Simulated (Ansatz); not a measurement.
# Which magnetic ion is it?

A crystal has the composition CsMCl3, where M is a 3d element. A calculation (PBE+U, spin-orbit coupling in second variation, Ansatz) gives:

* S: 2
* g, averaged over the cell's ions: ⊥ 1.9883, ∥ 1.9947
* D, with anisotropic exchange: +0.647 cm⁻¹ (+19.4 GHz)
* moment in its sphere: 3.52 μB

**Question.** Which ion is it, and why?

The crystal is CsCrCl3, space group P6_3mc. The spin sits on Cr, with 6 Cl at 2.42 to 2.62 Å round it. With the usual charges of the other elements M must be +2. High-spin ions of that charge with S = 2 are d4 and d6, Cr and Fe; the sign of the g shift picks Cr²⁺ high-spin d⁴. Low-spin ions are left aside. The shift is negative: in a shell less than half full the orbital moment opposes the spin.

[Hosts, paths, dates, database ids (printed as entryN), source tags and the programs' standing remarks are cut or masked in the printed files.]
